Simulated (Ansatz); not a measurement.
# NbB3 (built on the TaGa3 structure): a soft mode frozen in, part 2 of 3

Which phase does NbB3 (built on the TaGa3 structure) fall into along its unstable mode, and how much energy does it gain?

Ansatz 0.2.0; DFT PBE+D3(BJ), scalar-relativistic, plane waves, PAW.

So far, highest frequency on path, mesh or solved points (cm⁻¹): step 2 (the dispersion) 724. Also lowest frequency on the path (cm⁻¹): step 2 -461.

The structure was built from a prototype and need not be the compound's stable phase.

## 5. Energy along the mode, all amplitudes (two of the runs are shown above)

An imaginary frequency means negative curvature, so the energy should fall and then rise again as anharmonic terms take over.

This step gave:

```yaml
depth_at_the_lowest_point_sampled: 282.6 meV/atom
largest_atomic_shift_at_that_point: 0.6 Å
```

Energy from the parent against largest atomic shift:

| largest atomic shift (Å) | energy from the parent (meV/atom) |
| --- | --- |
| 0.000 | 0 |
| 0.040 | -1.64 |
| 0.080 | -6.53 |
| 0.140 | -19.8 |
| 0.220 | -48.1 |
| 0.320 | -98.3 |
| 0.450 | -181 |
| 0.600 | -283 |

Displacement at unit largest shift by atom:

| atom | x (Å) | y (Å) | z (Å) | size |
| --- | --- | --- | --- | --- |
| Nb1 | 0.00 | 0.00 | -0.01 | 0.01 |
| Nb2 | 0.00 | 0.00 | 0.01 | 0.01 |
| B3 | 0.00 | 0.00 | 1.00 | 1.00 |
| B4 | 0.00 | 0.00 | -1.00 | 1.00 |
| B5 | 0.01 | -0.01 | 0.00 | 0.01 |
| B6 | -0.01 | 0.01 | 0.00 | 0.01 |
| B7 | -0.01 | 0.01 | 0.00 | 0.01 |
| B8 | 0.01 | -0.01 | 0.00 | 0.01 |

The energy still falls at the last step, so the rise lies beyond the steps tried.

## 6. Relaxation from the frozen mode

Starting from the lowest point found, all atoms and the cell are let go, so that strain and other modes of the same symmetry can join in.

File input.yaml:

```yaml
crystal:
  lattice:
    - [-1.5605918717, 1.5605918717, 3.6826816775]
    - [1.5605918717, -1.5605918717, 3.6826816775]
    - [3.1211837434, 3.1211837434, 0.0]
  atoms:
    - { symbol: Nb, position: [0.9996072551, -0.0003927449, 0.0] }
    - { symbol: Nb, position: [0.5003927449, 0.5003927449, 0.5] }
    - { symbol: B, position: [0.0814623761, 0.0814623761, 0.5] }
    - { symbol: B, position: [0.4185376239, 0.4185376239, 0.0] }
    - { symbol: B, position: [0.4986485927, 0.0013514073, 0.25] }
    - { symbol: B, position: [0.0013514073, 0.4986485927, 0.75] }
    - { symbol: B, position: [0.0013514073, 0.4986485927, 0.25] }
    - { symbol: B, position: [0.4986485927, 0.0013514073, 0.75] }
kpoints:
  mp_grid: { grid: [10, 10, 8] }
hamiltonian:
  xc: pbe
  dispersion: d3bj
scf:
  occupations: { method: methfessel_paxton, width: 0.2 }
output:
  forces: true
  stress: true
  eigenvalues: true
relax:
  adjacent_minimum: "off"
  f_tol: 0.002
  max_steps: 120
  cell: { stress_tol: 0.03 }
```

Command:

```sh
$ ansatz run input.yaml --threads 8 --pin off --max-ram 14336MiB --backend cpu --events-out ev --progress --plain --runs-dir out
```

The log of the run:

```text
[...]
Crystal: 8 atoms, lattice volume = 71.752 Å³
Basis set: ecut = 420 eV, 1425 PW (Γ), exchange–correlation on 60×60×60 points (8 copies of the dense FFT grid, shifted against one another)
Bands: 30, of which v1, the nominal top of the filled ones, is band 22 counted from 1 (21 counted from 0)
Symmetry: 8 space group operations
[...]
k-points: 155 of 800
[...]
SCF iter   1: F=—  HF=-10042.616322 eV  |F-HF|=—  |Δ(HF+E_count)|=         —  Δρ=7.75e-3  dr2=5.32e-2  ethr=1.77e-3  ⟨swp⟩=5.0  Hψ=19918  notcnv=0
[...]
SCF iter   6: F=-10042.606030 eV  HF=-10042.606030 eV  |F-HF|=1.56e-8  |Δ(HF+E_count)|=   1.84e-8  S|Δr|=    0.00e0  Δρ=7.08e-6  dr2=4.41e-8  ethr=2.27e-10  ⟨swp⟩=8.8  Hψ=20179  notcnv=0
SCF 1 converged in 6 iterations: F = -10042.606030 eV  dr2 = 4.41e-8
[...]
relax step   1: F+E_penalty+E_count = -10042.60603046 eV  Δ(F+E_penalty+E_count) = +0.000e0 eV  max|allowed force component| = 2.586e0 eV/Å  Δτ_max = 0.0000 Å  P = -7.578 GPa  Ω = 71.752 Å³  (6 SCF iters, dr2 threshold 1.00e-7 eV, accepted)
Crystal: 8 atoms, lattice volume = 70.953 Å³
Basis set: ecut = 420 eV, 1401 PW (Γ), exchange–correlation on 60×60×60 points (8 copies of the dense FFT grid, shifted against one another)
[...]
SCF iter   6: F=-10043.731112 eV  HF=-10043.731112 eV  |F-HF|=2.96e-8  |Δ(HF+E_count)|=   2.79e-7  S|Δr|=    0.00e0  Δρ=1.55e-5  dr2=1.96e-7  ethr=1.82e-9  ⟨swp⟩=6.6  Hψ=20573  notcnv=0
SCF 2 converged in 6 iterations: F = -10043.731112 eV  dr2 = 1.96e-7
relax step   2: F+E_penalty+E_count = -10043.73111217 eV  Δ(F+E_penalty+E_count) = -1.125e0 eV  max|allowed force component| = 1.947e0 eV/Å  Δτ_max = 0.1829 Å  P = -7.906 GPa  Ω = 70.953 Å³  energy of the carried Pulay correction = +9.645e-4 eV  (6 SCF iters, dr2 threshold 8.00e-7 eV, accepted)
Crystal: 8 atoms, lattice volume = 68.069 Å³
Basis set: ecut = 420 eV, 1313 PW (Γ), exchange–correlation on 60×60×60 points (8 copies of the dense FFT grid, shifted against one another)
[...]
SCF iter   6: F=-10044.552240 eV  HF=-10044.552240 eV  |F-HF|=1.51e-8  |Δ(HF+E_count)|=   2.13e-7  S|Δr|=    0.00e0  Δρ=1.67e-5  dr2=1.88e-7  ethr=1.82e-9  ⟨swp⟩=8.4  Hψ=21720  notcnv=0
SCF 3 converged in 6 iterations: F = -10044.552240 eV  dr2 = 1.88e-7
relax step   3: F+E_penalty+E_count = -10044.55223992 eV  Δ(F+E_penalty+E_count) = -8.211e-1 eV  max|allowed force component| = 7.111e-1 eV/Å  Δτ_max = 0.1972 Å  P = +1.608 GPa  Ω = 68.069 Å³  energy of the carried Pulay correction = +4.540e-3 eV  (6 SCF iters, dr2 threshold 8.00e-7 eV, accepted)
[... from here on, the SCF cycles and remarks between the steps are left out ...]
relax step   4: F+E_penalty+E_count = -10044.62819881 eV  Δ(F+E_penalty+E_count) = -7.596e-2 eV  max|allowed force component| = 1.051e0 eV/Å  Δτ_max = 0.1295 Å  P = +0.816 GPa  Ω = 68.357 Å³  energy of the carried Pulay correction = +4.177e-3 eV  (6 SCF iters, dr2 threshold 8.00e-7 eV, accepted)
relax step   5: F+E_penalty+E_count = -10044.72694277 eV  Δ(F+E_penalty+E_count) = -9.874e-2 eV  max|allowed force component| = 3.234e-1 eV/Å  Δτ_max = 0.0425 Å  P = -0.391 GPa  Ω = 68.761 Å³  energy of the carried Pulay correction = +3.669e-3 eV  (5 SCF iters, dr2 threshold 8.00e-7 eV, accepted)
relax step   6: F+E_penalty+E_count = -10044.75844631 eV  Δ(F+E_penalty+E_count) = -3.150e-2 eV  max|allowed force component| = 2.660e-2 eV/Å  Δτ_max = 0.0172 Å  P = -0.249 GPa  Ω = 68.663 Å³  energy of the carried Pulay correction = +3.792e-3 eV  (5 SCF iters, dr2 threshold 8.00e-7 eV, accepted)
relax step   7: F+E_penalty+E_count = -10044.75870809 eV  Δ(F+E_penalty+E_count) = -2.618e-4 eV  max|allowed force component| = 1.585e-2 eV/Å  Δτ_max = 0.0021 Å  P = +0.056 GPa  Ω = 68.611 Å³  energy of the carried Pulay correction = +3.857e-3 eV  (4 SCF iters, dr2 threshold 5.43e-7 eV, accepted)
relax step   8: F+E_penalty+E_count = -10044.75877792 eV  Δ(F+E_penalty+E_count) = -6.984e-5 eV  max|allowed force component| = 4.697e-3 eV/Å  Δτ_max = 0.0008 Å  P = +0.000 GPa  Ω = 68.618 Å³  energy of the carried Pulay correction = +3.848e-3 eV  (3 SCF iters, dr2 threshold 2.40e-7 eV, accepted)
relax step   9: F+E_penalty+E_count = -10044.75878148 eV  Δ(F+E_penalty+E_count) = -3.556e-6 eV  max|allowed force component| = 2.251e-4 eV/Å  Δτ_max = 0.0003 Å  P = -0.000 GPa  Ω = 68.617 Å³  energy of the carried Pulay correction = +3.849e-3 eV  (4 SCF iters, dr2 threshold 2.87e-9 eV, accepted)
relax step  10: F+E_penalty+E_count = -10044.75647964 eV  Δ(F+E_penalty+E_count) = +2.302e-3 eV  max|allowed force component| = 7.661e-4 eV/Å  Δτ_max = 0.0000 Å  P = -0.023 GPa  Ω = 68.617 Å³  stress off target by 6.68e-2 GPa  SCF on the basis re-selected at this cell (its energy is not comparable with the rows above)  (5 SCF iters)
relax step  11: F+E_penalty+E_count = -10044.75649936 eV  Δ(F+E_penalty+E_count) = -1.972e-5 eV  max|allowed force component| = 7.390e-4 eV/Å  Δτ_max = 0.0001 Å  P = +0.004 GPa  Ω = 68.609 Å³  energy of the carried Pulay correction = +1.049e-5 eV  (4 SCF iters, dr2 threshold 1.12e-8 eV, accepted)
[...]
SCF iter   3: F=-10044.756495 eV  HF=-10044.756495 eV  |F-HF|=1.82e-12  |Δ(HF+E_count)|=  2.16e-10  S|Δr|=    0.00e0  Δρ=1.74e-7  dr2=1.60e-11  ethr=1.00e-12  ⟨swp⟩=5.8  Hψ=21899  notcnv=0
SCF 12 converged in 3 iterations: F = -10044.756495 eV  dr2 = 1.60e-11
relax step  12: F+E_penalty+E_count = -10044.75649526 eV  Δ(F+E_penalty+E_count) = +4.100e-6 eV  max|allowed force component| = 7.329e-4 eV/Å  Δτ_max = 0.0000 Å  P = +0.004 GPa  Ω = 68.609 Å³  stress off target by 7.78e-3 GPa  SCF on the basis re-selected at this cell (its energy is not comparable with the rows above)  (3 SCF iters)
[...]
SCF converged after 3 iterations
[...]
Free energy (F): -10044.756495 eV
[...]
Internal energy: -10044.745920 eV  (E = F + TS)
E sigma→0 (E₀):  -10044.753851 eV
Entropy (-TS):   -0.010576 eV (-1.322 meV/atom)
Fermi energy:    16.927545 eV
[...]
--- Forces (eV/Å), atoms counted from 1 ---
  atom   1  Nb     0.00000000     0.00000000    -0.00073285
  atom   2  Nb     0.00000000     0.00000000     0.00073285
  atom   3  B     -0.00000000     0.00000000    -0.00009374
  atom   4  B     -0.00000000     0.00000000     0.00009374
  atom   5  B     -0.00029402     0.00029402     0.00000000
  atom   6  B      0.00029402    -0.00029402     0.00000000
  atom   7  B      0.00029402    -0.00029402     0.00000000
  atom   8  B     -0.00029402     0.00029402     0.00000000
  max |Σ_I F_I| component: 4.16e-17 eV/Å
--- Stress (GPa, compression-positive) ---
        0.001924       0.000342       0.000000
        0.000342       0.001924      -0.000000
        0.000000      -0.000000       0.007778
  P = ⅓ Tr σ = 0.0039 GPa (0.039 kbar)
--- Band table (eV; the first three rows and the last of 155) ---
  k-point 0: bands = [... 18 lower, 12.5308, 12.8854, 15.5378, 17.1286, 19.2583, 19.2612, 20.4891, 20.5264, ... 4 higher]
  k-point 1: bands = [... 18 lower, 12.8503, 12.9743, 15.3529, 17.6113, 18.3523, 19.2025, 20.3045, 20.5083, ... 4 higher]
  k-point 2: bands = [... 18 lower, 13.2296, 13.3571, 14.9952, 16.8928, 18.7129, 19.2750, 19.8488, 20.5555, ... 4 higher]
  k-point 154: bands = [... 18 lower, 13.9777, 13.9777, 16.0542, 16.0542, 16.7500, 16.7500, 17.1724, 17.1724, ... 4 higher]
--- Relaxed structure (10 steps of the walk, 10 accepted, 2 SCFs on fresh bases) ---
  F+E_penalty+E_count = -10044.75649526 eV   max|allowed force component| = 7.329e-4 eV/Å   (the final SCF, on the basis selected at the relaxed cell)
  cell:  # Å, volume = 68.6090 Å³
    - [-1.496735, 1.496735, 3.782876]
    - [1.496735, -1.496735, 3.782876]
    - [3.029384, 3.029384, 0]
  atoms:
    - { symbol: Nb, position: [1.007788, 0.00778842, 0.0] }
    - { symbol: Nb, position: [0.492212, 0.492212, 0.500000] }
    - { symbol: B, position: [0.147605, 0.147605, 0.500000] }
    - { symbol: B, position: [0.352395, 0.352395, 1.389476e-19] }
    - { symbol: B, position: [0.543433, -0.043433, 0.250000] }
    - { symbol: B, position: [-0.043433, 0.543433, 0.750000] }
    - { symbol: B, position: [-0.043433, 0.543433, 0.250000] }
    - { symbol: B, position: [0.543433, -0.043433, 0.750000] }
```

Elapsed: 20 s, on 8 threads of Intel Xeon Platinum 8488C (Sapphire Rapids), shared host; peak memory 0.74 GiB.

The steps of the relaxation:

| step | energy less that of the first step (eV) | largest force component (eV/Å) | pressure (GPa) | volume (Å³) |
| --- | --- | --- | --- | --- |
| 1 | 0.0000 | 2.5858 | -7.58 | 71.75 |
| 2 | -1.1251 | 1.9471 | -7.91 | 70.95 |
| 3 | -1.9462 | 0.7111 | 1.61 | 68.07 |
| 4 | -2.0222 | 1.0510 | 0.82 | 68.36 |
| 5 | -2.1209 | 0.3234 | -0.39 | 68.76 |
| 6 | -2.1524 | 0.0266 | -0.25 | 68.66 |
| 7 | -2.1527 | 0.0158 | 0.06 | 68.61 |
| 8 | -2.1527 | 0.0047 | 0.00 | 68.62 |
| 9 | -2.1528 | 0.0002 | 0.00 | 68.62 |
| 10* | -2.1504 | 0.0008 | -0.02 | 68.62 |
| 11 | -2.1505 | 0.0007 | 0.00 | 68.61 |
| 12* | -2.1505 | 0.0007 | 0.00 | 68.61 |

Relaxation steps marked * repeat the geometry before them on a plane-wave basis chosen anew for their cell, so energy and pressure can jump there.

The run keeps the 8 symmetry operations that the program found, so distortions that break them were not tested.

| conventional cell, symmetrised | before | after | change |
| --- | --- | --- | --- |
| a (Å) | 4.414 | 4.233 | -4.1 % |
| b (Å) | 7.365 | 7.566 | +2.7 % |
| c (Å) | 4.414 | 4.284 | -2.9 % |
| volume (Å³/atom) | 8.97 | 8.58 | -4.4 % |

The atoms that moved most (Å, as changes of fractional coordinates times the final cell):

| atom | dx | dy | dz | length |
| --- | --- | --- | --- | --- |
| B3 | 0.000 | 0.000 | 0.500 | 0.500 |
| B4 | 0.000 | 0.000 | -0.500 | 0.500 |
| B5 | -0.134 | 0.134 | 0.000 | 0.190 |
| B7 | 0.134 | -0.134 | 0.000 | 0.190 |
| B6 | 0.134 | -0.134 | 0.000 | 0.190 |
| B8 | -0.134 | 0.134 | 0.000 | 0.190 |
| Nb1 | 0.000 | 0.000 | 0.062 | 0.062 |
| Nb2 | 0.000 | 0.000 | -0.062 | 0.062 |

Read from the output:

| Item | Value |
| --- | --- |
| pressure | 0.003875 GPa |
| volume per atom | 8.576 Å³ |

The distorted start has space group Cmcm; the relaxation ends in Cmcm.

## 7. The new phase in its own primitive cell

The relaxed structure is symmetrised, reduced to its primitive cell and relaxed tightly, as its phonons need.

input.yaml, the sections that differ from step 6:

```yaml
crystal:
  lattice:
    - [2.1167027445, -3.7828761726, 0.0]
    - [2.1167027445, 3.7828761726, 0.0]
    - [0.0, 0.0, 4.2841956815]
  atoms:
    - { symbol: Nb, position: [0.7422115759, 0.2577884241, 0.75] }
    - { symbol: Nb, position: [0.2577884241, 0.7422115759, 0.25] }
    - { symbol: B, position: [0.6023949469, 0.3976050531, 0.25] }
    - { symbol: B, position: [0.3976050531, 0.6023949469, 0.75] }
    - { symbol: B, position: [0.2065673982, 0.2065673982, 0.5] }
    - { symbol: B, position: [0.7934326018, 0.7934326018, 0.0] }
    - { symbol: B, position: [0.7934326018, 0.7934326018, 0.5] }
    - { symbol: B, position: [0.2065673982, 0.2065673982, 0.0] }
relax:
  adjacent_minimum: "off"
  f_tol: 0.001
  max_steps: 60
  cell: { stress_tol: 0.01 }
# kpoints, hamiltonian, scf, output: as in step 6
```

The log of the run:

```text
[...]
Crystal: 8 atoms, lattice volume = 68.609 Å³
Basis set: ecut = 420 eV, 1325 PW (Γ), exchange–correlation on 60×60×60 points (8 copies of the dense FFT grid, shifted against one another)
Bands: 30, of which v1, the nominal top of the filled ones, is band 22 counted from 1 (21 counted from 0)
Symmetry: 8 space group operations
[...]
k-points: 155 of 800
[...]
- { symbol: Nb, position: [0.2577884241, 0.7422115759, 0.25] }
    - { symbol: B, position: [0.6023949469, 0.397605, 0.25] }
    - { symbol: B, position: [0.397605, 0.6023949469, 0.750000] }
    - { symbol: B, position: [0.2065673982, 0.2065673982, 0.5] }
    - { symbol: B, position: [0.7934326018, 0.7934326018, 0.0] }
    - { symbol: B, position: [0.7934326018, 0.7934326018, 0.5] }
    - { symbol: B, position: [0.2065673982, 0.2065673982, 0.0] }
[key lines of the parts left out:]
SCF converged after 5 iterations
Free energy (F): -10044.756495 eV
Fermi energy:    16.927545 eV
P = ⅓ Tr σ = 0.0039 GPa (0.039 kbar)
```

The job ended after 3.4 s (8 threads; peak memory 0.72 GiB; 24 s of CPU time).

Little changed from the start: no atom moved by 0.005 Å and no cell edge by 0.1 %.

Numbers from this step:

| Item | Value |
| --- | --- |
| pressure | 0.003864 GPa |

The largest force component left is 0.73 meV/Å and the pressure is 0.004 GPa, within the tolerances set. The cell now holds 8.58 Å³/atom.

(Part 2 of 3 ends here.)

[Long decimals in the printed logs are rounded to 6 places.]

[Logs are printed without paths, hosts, clocks, repeated set-up lines and the standing remarks that a program may print on its own settings, such as how far it seeks lower states.]

[Hosts, paths, dates, database ids (printed as entryN), source tags and the programs' standing remarks are cut or masked in the printed files.]

[Where the starting crystal was built by hand or by swapping elements, it need not be the compound's stable phase.]
